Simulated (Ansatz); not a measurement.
# How Ba(110) screens a field

Wanted: the response of a Ba(110) slab to a perpendicular field.

Program: Ansatz 0.2.0. Level of theory: plane-wave DFT, LDA, Ansatz PAW. Results are calculated unless marked as measured.

## 1. Set-up

The cell holds 7 atoms: 7 Ba. Cell: a = 4.347 Å, b = 4.347 Å, c = 39.298 Å, α = 90.0°, β = 90.0°, γ = 70.5°. Vacuum lies along c.

## 2. Atoms held, field 0

A sawtooth potential applies the field, turning back in the middle of the vacuum. With the dipole correction the typed value is the field outside the slab. The induced dipole is small, so the SCF threshold is tight.

Input file input.yaml:

```yaml
crystal:
  lattice:
    - [3.5496760416, -2.51, 0.0]
    - [3.5496760416, 2.51, 0.0]
    - [0.0, 0.0, 39.2980562493]
  atoms:
    - { symbol: Ba, position: [0.0, 0.0, 0.2290189607] }
    - { symbol: Ba, position: [0.5, 0.5, 0.3193459738] }
    - { symbol: Ba, position: [0.0, 0.0, 0.4096729869] }
    - { symbol: Ba, position: [0.5, 0.5, 0.5] }
    - { symbol: Ba, position: [0.0, 0.0, 0.5903270131] }
    - { symbol: Ba, position: [0.5, 0.5, 0.6806540262] }
    - { symbol: Ba, position: [0.0, 0.0, 0.7709810393] }
kpoints:
  mp_grid: { grid: [12, 12, 1] }
hamiltonian:
  xc: lda
scf:
  occupations: { method: fermi_dirac, width: 0.1 }
  convergence: { dr2_threshold: 1.0e-10 }
efield:
  axis: 3
  dipole_correction: true
  ramp_position: 0.97
  ramp_width: 0.06
  amplitude: 0
output:
  forces: true
  write_potential: true
  write_density: true
  volumetric_format: npy
```

Run with:

```console
$ ansatz run input.yaml --threads 2 --pin off --max-ram 3072MiB --backend cpu --events-out ev --progress --plain --runs-dir out
```

Numbers of over 12 decimals in the logs are rounded to 6 here.

Output:

```text
Engine: ansatz 0.2.0, aarch64-unknown-linux-gnu
Pseudopotentials: kind: paw
Pseudopotential: Ba, paw, valence charge 10, recommended cutoff 420 eV (normal), Ba.paw.azcp
Functional definition: SPW92
  exchange = slater_x
  correlation = pw_c
Crystal: 7 atoms, lattice volume = 700.267 Å³
Basis set: ecut = 420 eV, 13737 PW (Γ)
Bands: 42, of which v1, the nominal top of the filled ones, is band 35 counted from 1 (34 counted from 0)
Symmetry: 4 space group operations
k-points: 43 of 144
Non-local potential: Ba, projectors of the file, l = 0: 3, l = 1: 2, l = 2: 2, l = 3: 2
PAW form: soft (Blöchl's): semilocal exchange-correlation on the pseudo side does not see the compensation charge
PAW frozen core: Ba, regenerated for the run's functional, and the local potential with it (the file was generated under x = pbe(κ = 0.804, μ = 0.219515), c = pbe(β = 0.066725))
PAW one-centre angular grid: Ba, 194 points (default); XC on 64 Gauss nodes
Initial density: superposition of atomic densities (neutral atoms: chi_scale 0, normalization atom), corrected by the library's trained network
Initial wavefunctions: pseudopotential atomic-orbital guess
Functional: x = slater, c = lda
SCF iter   1: F=—  HF=-40456.090959 eV  |F-HF|=—  |Δ(HF+E_count)|=         —  Δρ=2.58e-3  dr2=3.13e-1  ethr=1.77e-3  p=0.000 e·Å  D=6.38e-14 V/Å  ΔV_dip=-0.00 eV  dr2_dipole=2.82e-8  V_vac-E_F(+/−)=2.85/2.85 eV  ⟨swp⟩=16.5  Hψ=29714  notcnv=0
efield: sawtooth ramp at fractional position 0.9700 (set: `efield.ramp_position`, or a place that a band, a saddle search or an elastic batch's reference lends), width 0.0600; the density the first Hamiltonian is built on has a dipole p = 0.000 e·Å; the dipole correction subtracts the counter field D = 6.38e-14 V/Å, which shifts the + side's vacuum level by -0.00 eV against the − side's; the planar-averaged density in the ramp window peaks in size at 2.6e-5 e/Å³
automatic band count: the SCF goes on with 49 bands, as 42 were too few: the levels above may hold too much charge
preconditioner: auto → LDOS  [metal: Δε(μ)=0.000 eV  Ē_g=1.565 eV  σ=0.100 eV  W_gap=0.00  n_scr=88 (ndim 8)  ℏωp=5.3 eV  f_vac=0.326  D(μ)=9.34/eV (n_scr^D=30)  β→1.0]
SCF iter   2: F=—  HF=-40456.083437 eV  |F-HF|=—  |Δ(HF+E_count)|=   7.52e-3  Δρ=5.38e-4  dr2=9.79e-3  ethr=4.48e-4  p=-0.000 e·Å  D=-1.58e-6 V/Å  ΔV_dip=0.00 eV  dr2_dipole=2.93e-8  V_vac-E_F(+/−)=2.65/2.65 eV  ⟨swp⟩=1.9  Hψ=2565  notcnv=0
SCF iter   3: F=—  HF=-40456.083408 eV  |F-HF|=—  |Δ(HF+E_count)|=   2.88e-5  Δρ=1.43e-4  dr2=3.46e-4  ethr=1.40e-5  p=-0.000 e·Å  D=-1.33e-6 V/Å  ΔV_dip=0.00 eV  dr2_dipole=1.87e-10  V_vac-E_F(+/−)=2.63/2.63 eV  ⟨swp⟩=1.7  Hψ=2438  notcnv=0
SCF iter   4: F=—  HF=-40456.083554 eV  |F-HF|=—  |Δ(HF+E_count)|=   1.45e-4  Δρ=5.47e-5  dr2=9.88e-5  ethr=4.94e-7  p=-0.000 e·Å  D=-4.42e-7 V/Å  ΔV_dip=0.00 eV  dr2_dipole=3.61e-10  V_vac-E_F(+/−)=2.61/2.61 eV  ⟨swp⟩=2.9  Hψ=4317  notcnv=0
SCF iter   5: F=—  HF=-40456.083547 eV  |F-HF|=—  |Δ(HF+E_count)|=   7.03e-6  Δρ=1.75e-5  dr2=8.30e-6  ethr=1.41e-7  p=-0.000 e·Å  D=-2.36e-7 V/Å  ΔV_dip=0.00 eV  dr2_dipole=2.62e-11  V_vac-E_F(+/−)=2.60/2.60 eV  ⟨swp⟩=2.0  Hψ=3021  notcnv=0
SCF iter   6: F=—  HF=-40456.083544 eV  |F-HF|=—  |Δ(HF+E_count)|=   2.59e-6  Δρ=5.56e-6  dr2=5.26e-7  ethr=1.19e-8  p=-0.000 e·Å  D=-1.25e-7 V/Å  ΔV_dip=0.00 eV  dr2_dipole=5.84e-14  V_vac-E_F(+/−)=2.60/2.60 eV  ⟨swp⟩=2.4  Hψ=3600  notcnv=0
SCF iter   7: F=—  HF=-40456.083483 eV  |F-HF|=—  |Δ(HF+E_count)|=   6.07e-5  Δρ=1.60e-6  dr2=8.47e-8  ethr=7.51e-10  p=-0.000 e·Å  D=-2.60e-8 V/Å  ΔV_dip=0.00 eV  dr2_dipole=9.74e-13  V_vac-E_F(+/−)=2.60/2.60 eV  ⟨swp⟩=2.4  Hψ=3951  notcnv=0
SCF iter   8: F=—  HF=-40456.083483 eV  |F-HF|=—  |Δ(HF+E_count)|=   7.37e-9  Δρ=4.16e-7  dr2=6.42e-9  ethr=1.21e-10  p=-0.000 e·Å  D=-1.07e-8 V/Å  ΔV_dip=0.00 eV  dr2_dipole=7.35e-18  V_vac-E_F(+/−)=2.60/2.60 eV  ⟨swp⟩=2.6  Hψ=3235  notcnv=0
SCF iter   9: F=—  HF=-40456.083483 eV  |F-HF|=—  |Δ(HF+E_count)|=  8.00e-11  Δρ=1.20e-7  dr2=2.59e-10  ethr=9.17e-12  p=-0.000 e·Å  D=-3.83e-9 V/Å  ΔV_dip=0.00 eV  dr2_dipole=7.46e-13  V_vac-E_F(+/−)=2.60/2.60 eV  ⟨swp⟩=2.4  Hψ=3604  notcnv=0
SCF iter  10: F=-40456.083483 eV  HF=-40456.083483 eV  |F-HF|=1.46e-11  |Δ(HF+E_count)|=  6.55e-11  Δρ=2.66e-8  dr2=1.31e-11  ethr=1.00e-12  p=-0.000 e·Å  D=-6.37e-10 V/Å  ΔV_dip=0.00 eV  dr2_dipole=5.05e-14  V_vac-E_F(+/−)=2.60/2.60 eV  ⟨swp⟩=9.6  Hψ=12271  notcnv=0
SCF 1 converged in 10 iterations: F = -40456.083483 eV  dr2 = 1.31e-11
  greatest PAW one-centre occupation: 0.960 electrons in one spin orbital (limit 2), on the Ba atom at site 6 (counted from 0), in its partial waves of l = 0
WARN: The output density's exchange-correlation potential varies sharply where the density is thin. Do not read a vacuum level from v_tot or v_xc, or from such a field of the output density. On a cell that repeats whose density bears no net charge and no dipole along the vacuum's axis use v_es (v_loc + v_h of the components); under efield.dipole_correction with no amplitude use v_es + v_field, which holds any externa [...]
SCF converged after 10 iterations
Free energy (F): -40456.083483 eV
Harris-Foulkes:  -40456.083483 eV  (|F-HF|=1.46e-11)
Internal energy: -40455.752565 eV  (E = F + TS)
E sigma→0 (E₀):  -40455.918024 eV
Entropy (-TS):   -0.330919 eV (-47.274 meV/atom)
Fermi energy:    2.651921 eV
Dipole field:    D = 0.000000 V/Å  (p = 0.000001 e·Å, saw-weighted, corrected)
Work function:   Φ+ = 2.6015 eV   Φ− = 2.6015 eV
Levels:          The Fermi level and band energies are counted from a zero that moves with the ramp; work functions are not
--- Per-component energies (eV) ---
  E_band       = -823.920226
  E_kinetic    = 1163.253036
  E_local      = -25271.623683  (includes V_loc(G=0)·N_el)
  E_nonlocal   = 421.206190
  E_hartree    = 12032.776450
  E_xc         = -1153.420155
  E_vxc        = -931.858632  (∫ρ·V_xc dr)
  E_paw        = -35403.799354  (= ΣΔE_a)
  E_vpaw       = -270.450102  (= ΣTr[D̂ρ^β])
  E_aug_tail   = -0.000015  (compensation charges beyond the density's cutoff)
  E_efield     = 0.000000  (sawtooth field / dipole correction)
  E_vefield    = 0.000000  (∫n·V_field dr)
  E_ewald      = 7753.877356
  E_core_change = 1.977609  (= ΣΔE_core)
  E_smearing   = -0.330919  (= −TS)
  E_closure    = -0.000000  (closes the sum)
  Σ components = -40456.083483   (vs F -40456.083483, Δ=0.00e0)
--- Forces (eV/Å), atoms counted from 1 ---
  atom   1  Ba     0.00000000     0.00000000     0.20090552
  atom   2  Ba     0.00000000     0.00000000    -0.06403062
  atom   3  Ba     0.00000000     0.00000000     0.00884675
  atom   4  Ba     0.00000000     0.00000000    -0.00000017
  atom   5  Ba     0.00000000     0.00000000    -0.00884682
  atom   6  Ba     0.00000000     0.00000000     0.06403090
  atom   7  Ba     0.00000000     0.00000000    -0.20090553
  max |Σ_I F_I| component: 3.46e-8 eV/Å
--- Band table (eV; the first three rows and the last of 43) ---
  k-point 0: bands = [... 31 lower, 0.7926, 1.1884, 1.5076, 1.6807, 3.0868, 3.0875, 3.2911, 3.3359, ... 10 higher]
  k-point 1: bands = [... 31 lower, 0.8808, 1.2779, 1.6023, 1.7795, 3.1023, 3.1052, 3.2939, 3.3350, ... 10 higher]
  k-point 2: bands = [... 31 lower, 1.1194, 1.5150, 1.8551, 2.0498, 3.1092, 3.1253, 3.2689, 3.2985, ... 10 higher]
  k-point 42: bands = [... 31 lower, 2.1617, 2.1851, 2.2291, 2.2973, 2.3590, 2.3610, 2.5306, 2.8479, ... 10 higher]
```

Run time: 2.4 min. Hardware: 2 threads of Arm Neoverse V2, shared host; peak memory 1.4 GiB.

Reading the cycles: dr2 is the Hartree energy of the density residual (eV), the measure of convergence; HF is the Harris–Foulkes estimate of the energy, which meets the free energy F at convergence.

Numbers from this step:

```
energy at zero smearing   : -40455.9180 eV
work function, upper face : 2.601 eV
dipole along the normal   : 6.23e-7 e·Å
```

Running mean over 3.55 Å of the planar mean; the ramp of the sawtooth is left out. The electron's electrostatic potential energy less the Fermi level by z:

```csv
z (Å),electron's electrostatic potential energy less the Fermi level (eV)
4,2.59
6,2.12
8,-2.44
10,-2.80
12,-2.70
14,-2.73
16,-2.73
18,-2.72
20,-2.72
22,-2.72
24,-2.74
26,-2.72
28,-2.71
30,-2.93
32,-0.692
34,2.45
```

Force by atom:

```csv
atom,x (eV/Å),y (eV/Å),z (eV/Å),size
Ba1,0.000,0.000,0.201,0.201
Ba2,0.000,0.000,-0.064,0.064
Ba3,0.000,0.000,0.009,0.009
Ba4,0.000,0.000,0.000,0.000
Ba5,0.000,0.000,-0.009,0.009
Ba6,0.000,0.000,0.064,0.064
Ba7,0.000,0.000,-0.201,0.201
```

The work function of the upper face is 2.60 eV.

## 3. Single point, field 0.03 V/Å

input.yaml, as its differences from that of step 2:

```diff
@@ -25,3 +25,3 @@
   ramp_width: 0.06
-  amplitude: 0
+  amplitude: 0.03
 output:
```

Output:

```text
[...]
Crystal: 7 atoms, lattice volume = 700.267 Å³
Basis set: ecut = 420 eV, 13737 PW (Γ)
Bands: 42, of which v1, the nominal top of the filled ones, is band 35 counted from 1 (34 counted from 0)
Symmetry: 4 space group operations
k-points: 43 of 144
[...]
k-point 0: bands = [... 31 lower, 0.7924, 1.1883, 1.5074, 1.6806, 3.0710, 3.1029, 3.2909, 3.3357, ... 10 higher]
  k-point 1: bands = [... 31 lower, 0.8806, 1.2777, 1.6022, 1.7794, 3.0887, 3.1183, 3.2937, 3.3348, ... 10 higher]
  k-point 2: bands = [... 31 lower, 1.1192, 1.5148, 1.8550, 2.0497, 3.1041, 3.1299, 3.2687, 3.2985, ... 10 higher]
  k-point 42: bands = [... 31 lower, 2.1615, 2.1849, 2.2289, 2.2971, 2.3588, 2.3609, 2.5304, 2.8478, ... 10 higher]
[key lines of the parts left out:]
SCF converged after 13 iterations
Free energy (F): -40456.084676 eV
Fermi energy:    2.651751 eV
Dipole field:    D = 0.020548 V/Å  (p = 0.079518 e·Å, saw-weighted, corrected)
```

Elapsed: 3 min, on 2 threads; peak memory 1.3 GiB; 5.9 min of CPU time.

The dipole is 0.0795 e·Å.

## 4. Single point, field -0.03 V/Å

input.yaml, as its differences from that of step 3:

```diff
@@ -25,3 +25,3 @@
   ramp_width: 0.06
-  amplitude: 0.03
+  amplitude: -0.03
 output:
```

Output:

```text
[...]
Crystal: 7 atoms, lattice volume = 700.267 Å³
Basis set: ecut = 420 eV, 13737 PW (Γ)
Bands: 42, of which v1, the nominal top of the filled ones, is band 35 counted from 1 (34 counted from 0)
Symmetry: 4 space group operations
k-points: 43 of 144
[...]
k-point 0: bands = [... 31 lower, 0.7924, 1.1883, 1.5074, 1.6806, 3.0710, 3.1029, 3.2909, 3.3357, ... 10 higher]
  k-point 1: bands = [... 31 lower, 0.8806, 1.2777, 1.6022, 1.7794, 3.0887, 3.1183, 3.2937, 3.3348, ... 10 higher]
  k-point 2: bands = [... 31 lower, 1.1192, 1.5148, 1.8550, 2.0497, 3.1041, 3.1299, 3.2687, 3.2985, ... 10 higher]
  k-point 42: bands = [... 31 lower, 2.1615, 2.1849, 2.2289, 2.2971, 2.3588, 2.3609, 2.5304, 2.8478, ... 10 higher]
[key lines of the parts left out:]
SCF converged after 13 iterations
Free energy (F): -40456.084676 eV
Fermi energy:    2.651751 eV
Dipole field:    D = -0.020549 V/Å  (p = -0.079522 e·Å, saw-weighted, corrected)
```

The job ended after 2.9 min (2 threads; peak memory 1.3 GiB).

The dipole is -0.0795 e·Å.

## 5. Single point, field 0.1 V/Å

input.yaml, as its differences from that of step 4:

```diff
@@ -25,3 +25,3 @@
   ramp_width: 0.06
-  amplitude: -0.03
+  amplitude: 0.1
 output:
```

Output:

```text
[...]
Crystal: 7 atoms, lattice volume = 700.267 Å³
Basis set: ecut = 420 eV, 13737 PW (Γ)
Bands: 42, of which v1, the nominal top of the filled ones, is band 35 counted from 1 (34 counted from 0)
Symmetry: 4 space group operations
k-points: 43 of 144
[...]
k-point 0: bands = [... 31 lower, 0.7908, 1.1865, 1.5056, 1.6788, 3.0314, 3.1378, 3.2892, 3.3339, ... 10 higher]
  k-point 1: bands = [... 31 lower, 0.8789, 1.2760, 1.6004, 1.7776, 3.0519, 3.1503, 3.2919, 3.3331, ... 10 higher]
  k-point 2: bands = [... 31 lower, 1.1175, 1.5131, 1.8532, 2.0479, 3.0796, 3.1484, 3.2669, 3.2977, ... 10 higher]
  k-point 42: bands = [... 31 lower, 2.1598, 2.1832, 2.2272, 2.2954, 2.3571, 2.3591, 2.5287, 2.8461, ... 10 higher]
[key lines of the parts left out:]
SCF converged after 14 iterations
Free energy (F): -40456.096739 eV
Fermi energy:    2.649951 eV
Dipole field:    D = 0.068514 V/Å  (p = 0.265146 e·Å, saw-weighted, corrected)
```

The job ended after 3.1 min (2 threads; peak memory 1.3 GiB; 6.1 min of CPU time).

The dipole is 0.265 e·Å.

## 6. Single point, field -0.1 V/Å

input.yaml, as its differences from that of step 5:

```diff
@@ -25,3 +25,3 @@
   ramp_width: 0.06
-  amplitude: 0.1
+  amplitude: -0.1
 output:
```

Output:

```text
[...]
Crystal: 7 atoms, lattice volume = 700.267 Å³
Basis set: ecut = 420 eV, 13737 PW (Γ)
Bands: 42, of which v1, the nominal top of the filled ones, is band 35 counted from 1 (34 counted from 0)
Symmetry: 4 space group operations
k-points: 43 of 144
[...]
k-point 0: bands = [... 31 lower, 0.7908, 1.1866, 1.5056, 1.6788, 3.0314, 3.1378, 3.2892, 3.3339, ... 10 higher]
  k-point 1: bands = [... 31 lower, 0.8789, 1.2760, 1.6004, 1.7776, 3.0519, 3.1503, 3.2919, 3.3331, ... 10 higher]
  k-point 2: bands = [... 31 lower, 1.1175, 1.5131, 1.8532, 2.0479, 3.0796, 3.1484, 3.2669, 3.2977, ... 10 higher]
  k-point 42: bands = [... 31 lower, 2.1598, 2.1832, 2.2272, 2.2954, 2.3571, 2.3591, 2.5287, 2.8461, ... 10 higher]
[key lines of the parts left out:]
SCF converged after 14 iterations
Free energy (F): -40456.096739 eV
Fermi energy:    2.649952 eV
Dipole field:    D = -0.068517 V/Å  (p = -0.265155 e·Å, saw-weighted, corrected)
```

Elapsed: 3.1 min, on 2 threads; peak memory 1.3 GiB; 6.2 min of CPU time.

The dipole is -0.265 e·Å.

## 7. Single point, field 0.15 V/Å

input.yaml, as its differences from that of step 6:

```diff
@@ -25,3 +25,3 @@
   ramp_width: 0.06
-  amplitude: -0.1
+  amplitude: 0.15
 output:
@@ -31 +31,2 @@
   volumetric_format: npy
+  elf: true
```

Output:

```text
[...]
Crystal: 7 atoms, lattice volume = 700.267 Å³
Basis set: ecut = 420 eV, 13737 PW (Γ)
Bands: 42, of which v1, the nominal top of the filled ones, is band 35 counted from 1 (34 counted from 0)
Symmetry: 4 space group operations
k-points: 43 of 144
[...]
k-point 0: bands = [... 31 lower, 0.7884, 1.1842, 1.5032, 1.6763, 3.0015, 3.1612, 3.2867, 3.3314, ... 10 higher]
  k-point 1: bands = [... 31 lower, 0.8766, 1.2737, 1.5980, 1.7751, 3.0239, 3.1716, 3.2895, 3.3306, ... 10 higher]
  k-point 2: bands = [... 31 lower, 1.1152, 1.5108, 1.8508, 2.0454, 3.0592, 3.1605, 3.2644, 3.2966, ... 10 higher]
  k-point 42: bands = [... 31 lower, 2.1573, 2.1807, 2.2247, 2.2930, 2.3546, 2.3567, 2.5264, 2.8438, ... 10 higher]
[key lines of the parts left out:]
SCF converged after 14 iterations
Free energy (F): -40456.113315 eV
Fermi energy:    2.647440 eV
Dipole field:    D = 0.102823 V/Å  (p = 0.397916 e·Å, saw-weighted, corrected)
```

It took 3.1 min on 2 threads; peak memory 1.3 GiB; 6.3 min of CPU time.

Running mean over 3.55 Å of the planar mean, with the applied field; the ramp of the sawtooth is left out. The electron's electrostatic potential energy less the Fermi level by z:

```csv
z (Å),electron's electrostatic potential energy less the Fermi level (eV)
4,2.27
5,2.33
6,2.04
7,0.195
8,-2.43
9,-2.97
10,-2.80
11,-2.72
12,-2.70
13,-2.71
14,-2.73
15,-2.74
16,-2.73
17,-2.72
18,-2.72
19,-2.72
20,-2.72
21,-2.72
22,-2.72
23,-2.73
24,-2.74
25,-2.73
26,-2.72
27,-2.70
28,-2.71
29,-2.76
30,-2.94
31,-2.80
32,-0.680
33,1.87
34,2.62
35,2.88
```

The dipole is 0.398 e·Å.

## 8. The response

This step: plane-wave DFT, LDA, Ansatz PAW; screening of a field by a metal slab (Ansatz 0.2.0).

The dipoles give the slope, and the difference of two potentials shows where the field is screened.

Numbers from this step:

```
equivalent conductor thickness p/(ε₀AE)      : 26.92 Å
distance between the outer atoms             : 21.30 Å
inner field over outer field                 : 3.46e-4
image plane, upper face                      : 2.799 Å
induced electrons on the upper face over ε₀E : -0.9957
image plane, lower face                      : 2.800 Å
induced electrons on the lower face over ε₀E : 0.9957
```

The dipole of the cell by applied field:

```
applied field (V/Å)  dipole of the cell (e·Å)
             -0.100                    -0.265
             -0.030                   -0.0795
              0.000                    6.2e-7
              0.030                    0.0795
              0.100                     0.265
              0.150                     0.398
```

Local field over the applied field, running mean. From the potentials at -0.03 and 0.03 V/Å; running mean over 3.55 Å. Local field over applied field against z:

z (Å), local field over applied field and a bar from the least value:
```
        5      0.843 ##############################
        6      0.603 ######################
        7      0.293 ###########
        8      0.064 ####
        9     -0.042 
       10     -0.024 #
       11      0.009 ##
       12      0.002 ##
       13     -0.002 ##
       14      0.001 ##
       15      0.003 ##
       16      0.001 ##
       17      0.000 ##
       18      0.000 ##
       19      0.000 ##
       20      0.000 ##
       21      0.000 ##
       22      0.000 ##
       23      0.001 ##
       24      0.003 ##
       25      0.002 ##
       26     -0.001 ##
       27      0.000 ##
       28      0.009 ##
       29     -0.010 #
       30     -0.047 
       31      0.019 ##
       32      0.212 #########
       33      0.510 ###################
       34      0.786 ############################
```

Electrons, planar mean, per unit field. Induced electron density against z:

| z (Å) | induced electron density (e/Å³ per V/Å) |
| --- | --- |
| 5 | 6.2e-4 |
| 6 | 0.00174 |
| 7 | 0.00295 |
| 8 | 0.00108 |
| 9 | -0.00132 |
| 10 | 1.5e-5 |
| 11 | 2.3e-4 |
| 12 | 1.5e-5 |
| 13 | -1.0e-4 |
| 14 | 1.8e-6 |
| 15 | 4.1e-5 |
| 16 | 7.0e-6 |
| 17 | -1.1e-5 |
| 18 | -8.9e-7 |
| 19 | 9.0e-7 |
| 20 | 0 |
| 21 | 1.8e-6 |
| 22 | 2.4e-6 |
| 23 | 3.2e-6 |
| 24 | -3.8e-5 |
| 25 | -2.0e-5 |
| 26 | 9.6e-5 |
| 27 | 5.6e-5 |
| 28 | -2.0e-4 |
| 29 | -1.8e-4 |
| 30 | 0.00107 |
| 31 | 2.5e-5 |
| 32 | -0.00291 |
| 33 | -0.00218 |
| 34 | -8.7e-4 |

By hand: between -0.03 and 0.03 V/Å the dipole changes by 0.1590 e·Å, a slope of 2.651 e·Å²/V. A perfect conductor of thickness t has p = ε₀AEt, so t = 180.95 × 2.651 / 17.819 = 26.92 Å (e/ε₀ = 180.95 V·Å, A in Å²). Less the 21.30 Å between the outer atoms, and halved, that puts each image plane 2.81 Å out.

The induced dipole is that of a conductor 26.92 Å thick.

[end of part 1 of 2]

[Logs are printed without paths, hosts, clocks, repeated set-up lines and the standing remarks that a program may print on its own settings, such as how far it seeks lower states.]

[Hosts, paths, dates, database ids (printed as entryN), source tags and the programs' standing remarks are cut or masked in the printed files.]

[Maps of the electrostatic potential energy from Ansatz leave out the sawtooth potential of an applied field or a dipole correction, so their vacuum need not be flat; planar profiles and work functions include it.]
